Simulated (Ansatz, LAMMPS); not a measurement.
# Mg2+ triflate in trimethyl phosphate and diglyme at 340 K (131 atoms): a single point

What does DFT give for Mg2+ triflate in trimethyl phosphate and diglyme at 340 K (131 atoms) as built?

Program: Ansatz 0.2.0. Level of theory: Kohn-Sham DFT, PBE+D3(BJ), PAW (set soft_2), plane waves. Results are calculated unless marked as measured.

**1. Starting point**

The cell holds 131 atoms: 26 C, 28 O, 64 H, 4 P, 2 S, 6 F and 1 Mg. Its edges and angles: a = 11.605 Å, b = 11.605 Å, c = 11.605 Å, α = 90.0°, β = 90.0°, γ = 90.0°. 4 trimethyl phosphate, 2 diglyme, 1 Mg2+, 2 triflate placed at random, at 1.22 g/cm³; overlaps pushed apart, then 10 ps at 550 K with divalent ions of Li, Roberts, Chakravorty and Merz (J. Chem. Theory Comput. 9, 2733 (2013)); MMFF94 bonds, angles, torsions, charges and radii (Halgren, J. Comput. Chem. 17, 490 (1996)) in harmonic and 12-6 forms; charges of ions scaled by 0.8. Snapshot after 30 ps at 340 K and fixed volume.

What the set-up can't give: The network of contacts between molecules at the start is that of the classical potential that made the cell, and needn't be the one that DFT or experiment would give. The density was typed from a rule of thumb and may lie off the real one at this temperature. Sampling is at Γ alone, for a cell whose shortest periodic width is 12 Å.

**2. How the cell was made**

A classical potential makes the cell, at a small fraction of what the same run would cost in DFT.

This step: classical MD, divalent ions of Li, Roberts, Chakravorty and Merz (J. Chem. Theory Comput. 9, 2733 (2013)); MMFF94 bonds, angles, torsions, charges and radii (Halgren, J. Comput. Chem. 17, 490 (1996)) in harmonic and 12-6 forms; charges of ions scaled by 0.8 (LAMMPS 22 Jul 2025 - Update 4).

File in.lmp:

```
# Mg2+ triflate in trimethyl phosphate and diglyme
units real
atom_style full
boundary p p p
bond_style harmonic
angle_style harmonic
dihedral_style opls
improper_style harmonic
special_bonds lj 0 0 0.5 coul 0 0 0.75
read_data data.lmp
neigh_modify delay 0 every 1 check yes one 4000
comm_modify cutoff 12.0
timestep 0.5
thermo_style custom step time temp pe press density
thermo_modify norm yes
# push overlapping molecules apart
pair_style soft 2.6
pair_coeff * * 0.0
variable a equal ramp(1,60)
fix ad all adapt 1 pair soft a * * v_a
velocity all create 550 82305 mom yes dist gaussian
fix lim all nve/limit 0.03
fix lan all langevin 550 550 50 82306 zero yes
thermo 1000
run 3000 post no
unfix ad
pair_style lj/cut/coul/long 9.0
pair_modify mix arithmetic tail yes
pair_coeff 1 1 0.0678 3.3680   # C
pair_coeff 2 2 0.0763 3.0430   # O
pair_coeff 3 3 0.0216 2.5400   # H
pair_coeff 4 4 0.2596 3.1940   # P
pair_coeff 5 5 0.0763 3.0960   # O
pair_coeff 6 6 0.2681 3.4180   # S
# [... 20 lines left out ...]
compute msd all msd com yes
thermo 7500
fix md all nvt temp 340 340 100
run 30000 post no
print "== T340: mean square displacement over the hold $(c_msd[4]:%.2f) A^2"
unfix md
uncompute msd
write_dump all custom T340.dump id type xs ys zs modify sort id
```

Run with:

```
$ lmp -in in.lmp -log none -nocite
```

Numbers of over 12 decimals in the logs are rounded to 6 here.

What it wrote:

```text
LAMMPS (22 Jul 2025 - Update 4)
Reading data file ...
  orthogonal box = (0 0 0) to (11.60494 11.60494 11.60494)
  131 atoms
  orthogonal box = (0 0 0) to (11.60494 11.60494 11.60494)
  122 bonds
  210 angles
  162 dihedrals
WARNING: Bond/angle/dihedral extent > half of periodic box length
   Step          Time           Temp          PotEng         Press         Density
         0   0              550            0.79272359     3055.4999      1.222999
      1000   500            507.45005      2.1689859      12156.555      1.222999
      2000   1000           533.98349      2.0126648      15820.885      1.222999
[... 46 lines left out ...]
Loop time of 2.08574 s on 1 MPI rank(s) for 5000 steps with 131 atoms
WARNING: Bond/angle/dihedral extent > half of periodic box length
   Step          Time           Temp          PotEng         Press         Density
[... 2 lines left out ...]
     30000   29000          319.06758     -2.552908      -605.25707      1.222999
     37500   36500          341.10118     -2.6207397     -1449.3573      1.222999
     45000   44000          335.72003     -2.5782132     -3335.7204      1.222999
     47000   46000          333.95501     -2.6206642      3949.9692      1.222999
WARNING: Bond/angle/dihedral extent > half of periodic box length
Loop time of 12.3368 s on 1 MPI rank(s) for 30000 steps with 131 atoms
== T340: mean square displacement over the hold 9.85 A^2
```

Run time: 20 s. Hardware: 1 thread of Arm Neoverse V2, shared host; peak memory 0.13 GiB.

The input also reads data.lmp (atoms, bonds and types; not printed here).

**3. Plane-wave single point**

The electrons are solved once, with the atoms held.

File input.yaml:

```yaml
crystal:
  lattice:
    - [11.60494, 0.0, 0.0]
    - [0.0, 11.60494, 0.0]
    - [0.0, 0.0, 11.60494]
  atoms:
    - { symbol: C, position: [0.22624, 0.38324, 0.43136] }
    - { symbol: O, position: [0.31837, 0.37732, 0.51286] }
    - { symbol: C, position: [0.37539, 0.49081, 0.51409] }
    - { symbol: C, position: [0.46379, 0.51413, 0.41556] }
    - { symbol: O, position: [0.40685, 0.55753, 0.31954] }
    - { symbol: C, position: [0.4883, 0.61509, 0.24108] }
    - { symbol: C, position: [0.58384, 0.54228, 0.20223] }
    - { symbol: O, position: [0.67744, 0.55238, 0.2864] }
    - { symbol: C, position: [0.75703, 0.4541, 0.27151] }
    - { symbol: H, position: [0.26118, 0.39383, 0.343] }
    - { symbol: H, position: [0.17305, 0.46013, 0.45689] }
    - { symbol: H, position: [0.17053, 0.30124, 0.43587] }
    - { symbol: H, position: [0.30127, 0.55242, 0.5122] }
    - { symbol: H, position: [0.41966, 0.49194, 0.59854] }
    - { symbol: H, position: [0.53124, 0.57068, 0.44746] }
    - { symbol: H, position: [0.51071, 0.43649, 0.39079] }
    - { symbol: H, position: [0.52134, 0.6933, 0.28468] }
    - { symbol: H, position: [0.44813, 0.64746, 0.17035] }
    - { symbol: H, position: [0.5459, 0.45967, 0.19104] }
    - { symbol: H, position: [0.61951, 0.56726, 0.1149] }
    - { symbol: H, position: [0.71281, 0.37562, 0.27102] }
    - { symbol: H, position: [0.81361, 0.45367, 0.34423] }
    - { symbol: H, position: [0.7958, 0.46125, 0.19443] }
    - { symbol: C, position: [0.07165, 0.62252, 0.19468] }
    - { symbol: O, position: [0.97258, 0.62322, 0.12317] }
    - { symbol: C, position: [0.89775, 0.71164, 0.15995] }
    - { symbol: C, position: [0.93874, 0.82277, 0.11024] }
    - { symbol: O, position: [0.84804, 0.9114, 0.1141] }
    - { symbol: C, position: [0.89019, 0.01855, 0.06571] }
    - { symbol: C, position: [0.94108, 0.08753, 0.16538] }
    - { symbol: O, position: [0.9833, 0.20295, 0.14004] }
    - { symbol: C, position: [0.89479, 0.26476, 0.08995] }
    [... 93 atom lines left out ...]
    - { symbol: O, position: [0.24422, 0.08153, 0.33071] }
    - { symbol: C, position: [0.2349, 0.87986, 0.43584] }
    - { symbol: F, position: [0.24613, 0.82941, 0.53667] }
    - { symbol: F, position: [0.33289, 0.84879, 0.38259] }
    - { symbol: F, position: [0.14541, 0.82218, 0.38242] }
    - { symbol: Mg, position: [0.3819, 0.23327, 0.56872] }
kpoints:
  mp_grid: { grid: [1, 1, 1] }
hamiltonian:
  xc: pbe
  dispersion: d3bj
scf:
  occupations: { method: gaussian, width: 0.05 }
output:
  forces: true
  stress: true
  populations: intrinsic
  dos:
    method: { smearing: { sigma: 0.15 } }
    de: 0.1
    projected: { site_lists: { C: [C], F: [F], H: [H], Mg: [Mg], O: [O] } }
  eigenvalues: true
  write_density: true
  write_potential: true
  volumetric_format: npy
```

Run with:

```
$ ansatz run input.yaml --threads 8 --pin off --max-ram 15872MiB --backend cpu --events-out ev --progress --plain --runs-dir out
```

What it wrote:

```text
Engine: ansatz 0.2.0, aarch64-unknown-linux-gnu
Pseudopotentials: kind: paw
Pseudopotential: C, paw, valence charge 4, recommended cutoff 420 eV (normal), C.paw.azcp
Pseudopotential: O, paw, valence charge 6, recommended cutoff 420 eV (normal), O.paw.azcp
Pseudopotential: H, paw, valence charge 1, recommended cutoff 420 eV (normal), H.paw.azcp
Pseudopotential: P, paw, valence charge 5, recommended cutoff 420 eV (normal), P.paw.azcp
Pseudopotential: S, paw, valence charge 6, recommended cutoff 420 eV (normal), S.paw.azcp
Pseudopotential: F, paw, valence charge 7, recommended cutoff 420 eV (normal), F.paw.azcp
Pseudopotential: Mg, paw, valence charge 10, recommended cutoff 420 eV (normal), Mg.paw.azcp
[... 5 lines on functional and potentials left out ...]
Crystal: 131 atoms, lattice volume = 1562.891 Å³
Basis set: ecut = 420 eV, 30647 PW (Γ), exchange–correlation on 160×160×160 points (8 copies of the dense FFT grid, shifted against one another)
Bands: 341, of which v1, the nominal top of the filled ones, is band 210 counted from 1 (209 counted from 0)
Symmetry: 1 space group operations
Space group: P1 (ITA 1), of the structure as read, at distance tolerance 1.2e-4 Å
k-points: 1
[... 15 lines on functional and potentials left out ...]
Initial density: superposition of atomic densities (neutral atoms: chi_scale 0, normalization atom), corrected by the library's trained network
Initial wavefunctions: pseudopotential atomic-orbital guess
Functional: x = pbe(κ = 0.804, μ = 0.219515), c = pbe(β = 0.066725)
SCF iter   1: F=—  HF=-35030.822235 eV  |F-HF|=—  |Δ(HF+E_count)|=         —  Δρ=4.80e-3  dr2=4.52e-1  ethr=1.77e-3  ⟨swp⟩=6.0  Hψ=1678  notcnv=0  defer=100
preconditioner: auto → Resta (q_TF=auto, 2.192 Å⁻¹)  ε∞=2.4  [insulator: Δε(μ)=4.853 eV  Ē_g=15.915 eV  σ=0.050 eV  W_gap=1.00  n_scr=256 (ndim 8)  ℏωp=18.6 eV  f_vac=0.306  D(μ)=0.00/eV (n_scr^D=0)  ε∞_Penn≈2.4]
SCF iter   2: F=—  HF=-35030.722936 eV  |F-HF|=—  |Δ(HF+E_count)|=   9.93e-2  Δρ=2.58e-3  dr2=1.01e-1  ethr=1.08e-4  ⟨swp⟩=2.0  Hψ=573  notcnv=0  defer=125
SCF iter   3: F=—  HF=-35030.723239 eV  |F-HF|=—  |Δ(HF+E_count)|=   3.03e-4  Δρ=1.29e-3  dr2=3.44e-2  ethr=2.41e-5  ⟨swp⟩=2.0  Hψ=422  notcnv=0  defer=125
SCF iter   4: F=—  HF=-35030.720139 eV  |F-HF|=—  |Δ(HF+E_count)|=   3.10e-3  Δρ=4.88e-4  dr2=4.75e-3  ethr=8.18e-6  ⟨swp⟩=3.0  Hψ=465  notcnv=0  defer=125
SCF iter   5: F=—  HF=-35030.719567 eV  |F-HF|=—  |Δ(HF+E_count)|=   5.71e-4  Δρ=2.89e-4  dr2=1.29e-3  ethr=1.13e-6  ⟨swp⟩=2.0  Hψ=567  notcnv=0  defer=125
SCF iter   6: F=—  HF=-35030.719294 eV  |F-HF|=—  |Δ(HF+E_count)|=   2.74e-4  Δρ=9.23e-5  dr2=1.24e-4  ethr=3.07e-7  ⟨swp⟩=2.0  Hψ=405  notcnv=0  defer=125
SCF iter   7: F=—  HF=-35030.719274 eV  |F-HF|=—  |Δ(HF+E_count)|=   2.01e-5  Δρ=4.42e-5  dr2=2.73e-5  ethr=2.96e-8  ⟨swp⟩=3.0  Hψ=420  notcnv=0  defer=125
SCF iter   8: F=—  HF=-35030.719074 eV  |F-HF|=—  |Δ(HF+E_count)|=   1.99e-4  Δρ=1.71e-5  dr2=4.17e-6  ethr=6.49e-9  ⟨swp⟩=3.0  Hψ=425  notcnv=0  defer=125
SCF iter   9: F=—  HF=-35030.719074 eV  |F-HF|=—  |Δ(HF+E_count)|=   1.04e-7  Δρ=5.12e-6  dr2=3.98e-7  ethr=9.92e-10  ⟨swp⟩=2.0  Hψ=403  notcnv=0  defer=125
SCF iter  10: F=—  HF=-35030.719074 eV  |F-HF|=—  |Δ(HF+E_count)|=   1.29e-7  Δρ=2.98e-6  dr2=1.21e-7  ethr=2.38e-11  ⟨swp⟩=23.0  Hψ=3504  notcnv=0
SCF iter  11: F=-35030.719074 eV  HF=-35030.719074 eV  |F-HF|=2.58e-9  |Δ(HF+E_count)|=   5.17e-9  Δρ=8.39e-7  dr2=1.12e-8  ethr=2.38e-11  ⟨swp⟩=11.0  Hψ=2116  notcnv=0
SCF 1 converged in 11 iterations: F = -35030.719074 eV  dr2 = 1.12e-8
  greatest PAW one-centre occupation: 1.000 electrons in one spin orbital (limit 2), on the Mg atom at site 130 (counted from 0), in its partial waves of l = 0
WARN: The input density's exchange-correlation potential varies sharply where the density is thin. Do not read a vacuum level from v_tot or v_xc, or from such a field of the output density. On a cell that repeats whose density bears no net charge and no dipole along the vacuum's axis use v_es (v_loc + v_h of the components); [...]
SCF converged after 11 iterations
Free energy (F): -35030.719074 eV
Harris-Foulkes:  -35030.719074 eV  (|F-HF|=2.58e-9)
Internal energy: -35030.719074 eV  (E = F + TS)
E sigma→0 (E₀):  -35030.719074 eV
Fermi energy:    1.773527 eV
--- Per-component energies (eV) ---
  E_band       = -4012.421209
  E_kinetic    = 10060.016164
  E_local      = -41422.891295  (includes V_loc(G=0)·N_el)
  E_nonlocal   = 2870.126672
  E_hartree    = 16086.519498
  E_xc         = -4840.993381
  E_vxc        = -5996.032433  (∫ρ·V_xc dr)
  E_paw        = -12026.673908  (= ΣΔE_a)
  E_vpaw       = -1696.671957  (= ΣTr[D̂ρ^β])
  E_aug_tail   = -0.008442  (compensation charges beyond the density's cutoff)
  E_ewald      = -5750.297763
  E_disp       = -6.516619  (pairwise vdW)
  E_smearing   = -0.000000  (= −TS)
  E_closure    = -0.000000  (closes the sum)
  Σ components = -35030.719074   (vs F -35030.719074, Δ=0.00e0)
--- Forces (eV/Å), atoms counted from 1 ---
  atom   1  C     -1.50223136    -0.75061294    -0.24038984
  atom   2  O      0.27608778     1.06476626    -0.83128586
  atom   3  C      0.38497619    -0.12818440     0.29139051
  atom   4  C     -0.87938585    -0.78973661     1.07730554
  atom   5  O      0.22185914     1.07988684    -1.63879741
  atom   6  C      0.40860985     0.31116804     2.99803733
  atom   7  C      2.07355157     1.23492518    -0.38644280
  atom   8  O     -0.09583607    -1.80997770    -0.62594433
  atom   9  C     -2.15153986     2.02949933     2.62219264
  atom  10  H     -0.26516128    -0.01348592     0.32146962
  atom  11  H      0.17313530    -0.65307892    -0.45260677
  atom  12  H      0.96653060     1.17459036     0.01437287
  atom  13  H      0.85048312     0.00015634     0.05019042
  atom  14  H     -0.06453432     0.21788338    -0.31937406
[...]
atom 130  F      0.40432389     1.20309736    -0.12799181
  atom 131  Mg    -0.06026120    -0.94258819     0.74561157
  max |Σ_I F_I| component: 2.71e-5 eV/Å
--- Stress (GPa, compression-positive) ---
        0.832507      -0.896328       0.325265
       -0.896328       0.951160      -0.431472
        0.325265      -0.431472       2.086009
  P = ⅓ Tr σ = 1.2899 GPa (12.899 kbar)
--- Band table (eV) ---
  k-point 0: bands = ["-74.3987", "-41.1804", "-41.1705", "-41.1336", [... 325 levels ...], "10.3216", "10.3335", "10.3386", "10.3841", "10.4226", "10.4605", "10.4983", "10.5615", "10.5956", "10.6039", "10.6708", "10.6924"]
--- intrinsic populations: 131 sites ---
  site symbol       q [e]
     0      C      4.2989
     1      O      6.4743
     2      C      4.1296
[...]
130     Mg      8.3659
  spilling = 0.000000 (of n_electrons = 420.000000)
```

It took 12 s on 8 threads of Arm Neoverse V2, shared host; peak memory 1.9 GiB; 90 s of CPU time.

The program notes that the exchange-correlation potential is rough where the density is thin.

Read from the output:

```yaml
free_energy: -35030.7191 eV
free_energy_per_atom: -267.4101 eV/atom
scf_cycles: 11
pressure: 1.29 GPa
r_m_s_force_component: 1.014 eV/Å
longest_force: 3.953 eV/Å
fermi_energy: 1.774 eV
spacing_of_highest_filled_and_lowest_empty_level: 4.553 eV
```

Neighbours are counted within 1.34 Å (H-C), 1.73 Å (O-C), 2.08 Å (O-P), 1.88 Å (O-S), 2.48 Å (O-Mg), 1.85 Å (C-C), 1.62 Å (C-F), 2.21 Å (C-S).

Length of the force by element and coordination:

| element | coordination | atoms | mean length of the force (eV/Å) | spread | least | most |
| --- | --- | --- | --- | --- | --- | --- |
| C | all | 26 | 2.02 | 0.882 | 0.499 | 3.95 |
| F | all | 6 | 1.15 | 0.540 | 0.311 | 2.01 |
| H | all | 64 | 1.23 | 0.772 | 0.225 | 3.88 |
| Mg | all | 1 | 1.20 | 0 | 1.20 | 1.20 |
| O | all | 28 | 1.71 | 0.858 | 0.346 | 3.83 |
| O | 1 | 6 | 1.65 | 0.967 | 0.467 | 3.58 |
| O | 2 | 21 | 1.75 | 0.841 | 0.346 | 3.83 |
| O | 3 | 1 | 1.38 | 0 | 1.38 | 1.38 |
| P | all | 4 | 2.15 | 0.491 | 1.47 | 2.81 |
| S | all | 2 | 2.20 | 0.160 | 2.04 | 2.36 |

Intrinsic-atomic-orbital charges by element and coordination:

| element | coordination | atoms | mean charge (e) | spread | least | most |
| --- | --- | --- | --- | --- | --- | --- |
| C | all | 26 | -0.194 | 0.236 | -0.367 | 0.575 |
| F | all | 6 | -0.273 | 0.0131 | -0.287 | -0.254 |
| H | all | 64 | 0.183 | 0.02 | 0.144 | 0.242 |
| Mg | all | 1 | 1.63 | 0 | 1.63 | 1.63 |
| O | all | 28 | -0.697 | 0.213 | -1.01 | -0.386 |
| O | 1 | 6 | -0.936 | 0.0148 | -0.949 | -0.905 |
| O | 2 | 21 | -0.639 | 0.196 | -1.01 | -0.386 |
| O | 3 | 1 | -0.474 | 0 | -0.474 | -0.474 |
| P | all | 4 | 2.08 | 0.0307 | 2.03 | 2.11 |
| S | all | 2 | 2.26 | 0.0011 | 2.26 | 2.26 |

States in the cell by windows of 1 eV, zero at the Fermi level; the larger projections on atomic orbitals stand beside the total:

| from (eV) | to (eV) | total | O p | C p | H s | F p |
| --- | --- | --- | --- | --- | --- | --- |
| -10 | -9 | 26.4 | 9.8 | 9.6 | 3.6 | 0.1 |
| -9 | -8 | 43.8 | 15.7 | 15.1 | 6.0 | 3.2 |
| -8 | -7 | 48.6 | 13.5 | 15.5 | 7.0 | 9.3 |
| -7 | -6 | 26.5 | 5.9 | 7.6 | 4.2 | 7.2 |
| -6 | -5 | 38.2 | 18.7 | 8.6 | 6.2 | 2.2 |
| -5 | -4 | 45.6 | 29.4 | 6.6 | 6.2 | 0.6 |
| -4 | -3 | 22.9 | 18.3 | 1.6 | 1.6 | 0.4 |
| -3 | -2 | 10.3 | 7.9 | 0.9 | 1.3 | 0.0 |
| -2 | 2 | 0.0 | 0.0 | 0.0 | 0.0 | 0.0 |
| 2 | 3 | 11.9 | 0.9 | 2.2 | 2.6 | 0.0 |
| 3 | 4 | 27.8 | 2.0 | 5.5 | 5.6 | 0.4 |
| 4 | 5 | 41.2 | 3.6 | 7.5 | 7.3 | 0.6 |

Between -26 and -10 eV lie 138 more states.

About 20 of the 420 electrons lie in deeper levels, below the stored range.

Not all projections were asked for or kept, so they needn't add up to the total.

The levels nearest the highest filled one (over half full), pooled over k-points and spins:

| level less the highest filled one (eV) | occupation |
| --- | --- |
| -0.705 | 2 |
| -0.614 | 2 |
| -0.597 | 2 |
| -0.348 | 2 |
| -0.279 | 2 |
| 0 | 2 |
| 4.55 | 0 |
| 4.77 | 0 |
| 4.98 | 0 |
| 5.04 | 0 |
| 5.10 | 0 |
| 5.22 | 0 |

Valence density in the ac plane at fractional y = 0.240, with atoms of H and C and O and P and F and Mg within 0.2 Å of it. It is the smooth field of the valence electrons, not physical close to the nuclei.

Ten steps, logarithmic in the rise over the least value, from '0' (0 e/Å³) to '9' (17 e/Å³), each cell a mean:
```
001233455431000025785200000013210
000112467752000025886300000000000
001112467641000013453100000000000
011232344310000001111111000000011
212332123210000001122334310001233
311222345431001233334566531001354
210112357753112566544566531001233
100001257753113677543333210000011
000000124432222454321111000000000
000000001116984111100000000000000
000000000017995100000000000000000
000000000002442221000001232100000
000000000000012333100002453100000
000000100000002343100001332100000
000000000000001121100011111000000
000000000000000000000011000000000
000000000000000000000000000000000
000000000000000222100000000000000
110000000000001343100000000000012
421000000000001232110000001211245
531000000000000011100000014444456
421012232100000000000000013455555
111234443100000000000000001244432
002455544210000001332100000134421
```
Columns run along a (11.6 Å), rows up along c (11.6 Å). Atoms in or near the plane, at fractional coordinates: H at (0.81, 0.13), C at (0.20, 0.03), O at (0.26, 0.92), P at (0.18, 0.80), O at (0.27, 0.70), H at (0.11, 0.01), H at (0.95, 0.77), H at (0.49, 0.22), H at (0.75, 0.47), F at (0.57, 0.94), Mg at (0.38, 0.57).

[end of part 1 of 2]

[Logs are printed without paths, hosts, clocks, repeated set-up lines and the standing remarks that a program may print on its own settings, such as how far it seeks lower states.]

[Hosts, paths, dates, database ids (printed as entryN), source tags and the programs' standing remarks are cut or masked in the printed files.]

[The MMFF94 radii named for the starting cell were scaled by 0.96; in molecules described by MMFF94, hydrogen bound to N, O or S took a small fixed 12-6 site in their place.]
